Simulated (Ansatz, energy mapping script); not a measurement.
# EuN in a distorted rock-salt structure: J from the energies of magnetic orders, part 2 of 2

How strongly do the moments of EuN in a distorted rock-salt structure couple under PBEsol+U (1.5 eV)? The plan is to run several orders and fit a Heisenberg model.

PBEsol with U = 1.5 eV on Eu f, ortho-atomic projectors; plane waves, U on orthogonalised atomic orbitals unless named otherwise, collinear spin, no spin–orbit coupling.

So far. Step 8 (Compensated +− start in cell B (4 atoms)): The run ends antiferromagnetic, 91.44 meV a magnetic atom above the parallel order of its cell, a difference that unlike orbital or electronic states can set, not exchange alone (energies taken at zero occupation width, not the printed F). Step 9 (Order 5: parallel, cell C of 6 atoms): The run ends ferromagnetic.

In doubt: warnings of the run leave room for a lower electronic state (step 10), so energies may not be the lowest and differences between runs may mislead.

## (10) Run 6 (uncompensated ++−; cell C, 6 atoms)

This order reverses 6.67 of the 12 neighbours at 3.52 Å, 2.67 of the 6 neighbours at 4.98 Å and 8 of the 24 neighbours at 6.09 Å, counted for an average magnetic atom.

input.yaml

```yaml
crystal:
  lattice:
    - [0.01350234, -2.483921319, -2.483921319]
    - [-4.981344978, 0.01350234, 0.01350234]
    - [2.483921319, 4.981344978, -2.510925999]
  atoms:
    - { symbol: Eu, position: [0.666666667, 0.666666667, 0.333333333], spin: 7.0 }
    - { symbol: Eu, position: [0.333333333, 0.333333333, 0.666666667], spin: 7.0 }
    - { symbol: Eu, position: [0.0, 0.0, 0.0], spin: -7.0 }
    - { symbol: "N", position: [0.666666667, 0.166666667, 0.333333333] }
    - { symbol: "N", position: [0.333333333, 0.833333333, 0.666666667] }
    - { symbol: "N", position: [0.0, 0.5, 0.0] }
magnetization:
  spin_polarized: true
kpoints:
  mp_grid: { grid: [12, 12, 12] }
hamiltonian:
  xc: pbesol
  hubbard:
    sites:
      - { species: Eu, l: f, u_eff: 1.5 }
      - { site: 0, l: f, u_eff: 1.5, starting_ns: [{ spin: up, occupation_matrix: eu1_major }, { spin: down, occupation_matrix: eu1_minor }] }
      - { site: 1, l: f, u_eff: 1.5, starting_ns: [{ spin: up, occupation_matrix: eu1_major }, { spin: down, occupation_matrix: eu1_minor }] }
      - { site: 2, l: f, u_eff: 1.5, starting_ns: [{ spin: up, occupation_matrix: eu1_minor }, { spin: down, occupation_matrix: eu1_major }] }
    projectors: ortho-atomic
    occupation_matrices:
      eu1_major:
        matrix:
          - [0.851, -0.002, -0.002, 0.0, 0.0, 0.002, -0.002]
          - [-0.002, 0.922, -0.001, 0.0, 0.0, 0.055, -0.001]
          - [-0.002, -0.001, 0.922, 0.0, 0.0, 0.001, -0.055]
          - [0.0, 0.0, 0.0, 0.965, 0.0, 0.0, 0.0]
          - [0.0, 0.0, 0.0, 0.0, 0.974, 0.0, 0.0]
          - [0.002, 0.055, 0.001, 0.0, 0.0, 0.894, 0.002]
          - [-0.002, -0.001, -0.055, 0.0, 0.0, 0.002, 0.894]
      eu1_minor:
        matrix:
          - [0.017, 0.0, 0.0, 0.0, 0.0, 0.0, 0.0]
          - [0.0, 0.01, 0.0, 0.0, 0.0, -0.005, 0.0]
          - [0.0, 0.0, 0.01, 0.0, 0.0, 0.0, 0.005]
          - [0.0, 0.0, 0.0, 0.006, 0.0, 0.0, 0.0]
          - [0.0, 0.0, 0.0, 0.0, 0.001, 0.0, 0.0]
          - [0.0, -0.005, 0.0, 0.0, 0.0, 0.012, 0.0]
          - [0.0, 0.0, 0.005, 0.0, 0.0, 0.0, 0.012]
scf:
  occupations: { method: fermi_dirac, width: 0.05 }
output:
  eigenvalues: true
```

Command:

```sh
ansatz run input.yaml --threads 4 --pin off --max-ram 8192MiB --backend cpu --events-out ev --progress --plain --runs-dir out
```

The job ended after 6.4 min (4 threads of Arm Neoverse V2, shared host; peak memory 6.2 GiB).

The run ends ferrimagnetic, 91.41 meV a magnetic atom above the parallel order of its cell, a difference that unlike orbital or electronic states can set, not exchange alone (energies taken at zero occupation width, not the printed F).

## (11) Order 7: parallel, cell D of 6 atoms

This run holds the same structure in another cell (b 4.981 → 3.513 Å, c 6.106 → 8.644 Å, α 113.9 → 89.7°, β 106.5 → 89.7°, γ 90.4 → 60.4°).

input.yaml: that of step 10 with these lines changed.

```diff
@@ -3,4 +3,4 @@
     - [0.01350234, -2.483921319, -2.483921319]
-    - [-4.981344978, 0.01350234, 0.01350234]
-    - [2.483921319, 4.981344978, -2.510925999]
+    - [-2.483921319, 0.01350234, -2.483921319]
+    - [4.981344978, 4.981344978, -5.008349658]
   atoms:
@@ -8,6 +8,6 @@
     - { symbol: Eu, position: [0.333333333, 0.333333333, 0.666666667], spin: 7.0 }
-    - { symbol: Eu, position: [0.0, 0.0, 0.0], spin: -7.0 }
-    - { symbol: "N", position: [0.666666667, 0.166666667, 0.333333333] }
-    - { symbol: "N", position: [0.333333333, 0.833333333, 0.666666667] }
-    - { symbol: "N", position: [0.0, 0.5, 0.0] }
+    - { symbol: Eu, position: [0.0, 0.0, 0.0], spin: 7.0 }
+    - { symbol: "N", position: [0.0, 0.0, 0.5] }
+    - { symbol: "N", position: [0.666666667, 0.666666667, 0.833333333] }
+    - { symbol: "N", position: [0.333333333, 0.333333333, 0.166666667] }
 magnetization:
@@ -15,3 +15,3 @@
 kpoints:
-  mp_grid: { grid: [12, 12, 12] }
+  mp_grid: { grid: [13, 13, 5] }
 hamiltonian:
@@ -23,3 +23,3 @@
       - { site: 1, l: f, u_eff: 1.5, starting_ns: [{ spin: up, occupation_matrix: eu1_major }, { spin: down, occupation_matrix: eu1_minor }] }
-      - { site: 2, l: f, u_eff: 1.5, starting_ns: [{ spin: up, occupation_matrix: eu1_minor }, { spin: down, occupation_matrix: eu1_major }] }
+      - { site: 2, l: f, u_eff: 1.5, starting_ns: [{ spin: up, occupation_matrix: eu1_major }, { spin: down, occupation_matrix: eu1_minor }] }
     projectors: ortho-atomic
```

Wall time 73 s (4 threads); peak memory 1.9 GiB.

The run ends ferromagnetic. For each magnetic atom its energy differs from the parallel run of the first cell by -0.80 meV, an error that one common reference would have brought in.

## (12) Order 8: uncompensated ++−, cell D of 6 atoms

This order reverses 4 of the 12 neighbours at 3.52 Å, 4 of the 6 neighbours at 4.98 Å and 12 of the 24 neighbours at 6.09 Å, counted for an average magnetic atom.

input.yaml: that of step 11 with these lines changed.

```diff
@@ -8,3 +8,3 @@
     - { symbol: Eu, position: [0.333333333, 0.333333333, 0.666666667], spin: 7.0 }
-    - { symbol: Eu, position: [0.0, 0.0, 0.0], spin: 7.0 }
+    - { symbol: Eu, position: [0.0, 0.0, 0.0], spin: -7.0 }
     - { symbol: "N", position: [0.0, 0.0, 0.5] }
@@ -23,3 +23,3 @@
       - { site: 1, l: f, u_eff: 1.5, starting_ns: [{ spin: up, occupation_matrix: eu1_major }, { spin: down, occupation_matrix: eu1_minor }] }
-      - { site: 2, l: f, u_eff: 1.5, starting_ns: [{ spin: up, occupation_matrix: eu1_major }, { spin: down, occupation_matrix: eu1_minor }] }
+      - { site: 2, l: f, u_eff: 1.5, starting_ns: [{ spin: up, occupation_matrix: eu1_minor }, { spin: down, occupation_matrix: eu1_major }] }
     projectors: ortho-atomic
```

Wall time 2.1 min (4 threads); peak memory 2 GiB.

The run ends ferrimagnetic, 57.23 meV a magnetic atom above the parallel order of its cell, a difference that unlike orbital or electronic states can set, not exchange alone (energies taken at zero occupation width, not the printed F).

## (13) From energies to couplings

Each energy difference is a sum of couplings weighted by the pairs that the order reverses. A few near shells are fitted to the differences by least squares. Energies are those extrapolated to zero occupation width, not the free energies F.

The orders side by side; each is measured from the parallel order in the same cell and on the same mesh:

```csv
order,atoms,energy (meV a magnetic atom),moments (μB),moments kept as typed,"opposed neighbours at 3.52, 4.98, 6.09 Å"
parallel in cell A,4,0.00,6.19,yes,"0, 0, 0"
compensated +− in cell A,4,100.30,6.14,yes,"8, 0, 16"
parallel in cell B,4,0.00,6.19,yes,"0, 0, 0"
compensated +− in cell B,4,91.44,6.21,yes,"6, 6, 12"
parallel in cell C,6,0.00,6.19,yes,"0, 0, 0"
uncompensated ++− in cell C,6,91.41,6.20,yes,"6.67, 2.67, 8"
parallel in cell D,6,0.00,6.19,yes,"0, 0, 0"
uncompensated ++− in cell D,6,57.23,6.20 to 6.21,yes,"4, 4, 12"
```

Couplings from the energies, with E = −Σ J e·e over ordered pairs:

```csv
pair,distance (Å),neighbours,J (meV)
Eu–Eu,3.52,12,6.67
Eu–Eu,4.98,6,1.28
Eu–Eu,6.09,24,-0.214
```

## (14) Outcome

| Quantity | Value |
| --- | --- |
| couplings | not to be trusted |

Between the runs the occupations of the corrected shell change by more than 0.2 electrons in one orbital, or the parallel runs differ in their moments. Whether a run was caught in another orbital state or the shell answers to the reversal itself, the energy differences hold more than the exchange of fixed moments, so a Heisenberg reading is in doubt. A spin of about 6 μB marks Eu³⁺ (4f⁶), whose orbital moment cancels the spin once spin–orbit coupling acts (J = 0), so a spin-only order is wrong in kind for the real crystal. The cell was built from a prototype and relaxed; a distortion that needs a larger cell, or another structure that the compound may prefer, is not captured.

[Logs and program files are shortened in this print: banners, set-up blocks, solver, clock and traceback lines can be left out without a mark of their own.]

[Logs are printed without paths, hosts, clocks, repeated set-up lines and the standing remarks that a program may print on its own settings, such as how far it seeks lower states.]

[Hosts, paths, dates, database ids (printed as entryN), source tags and the programs' standing remarks are cut or masked in the printed files.]

[Where a cell is said to come from a database of computed structures, the database is the Materials Project.]
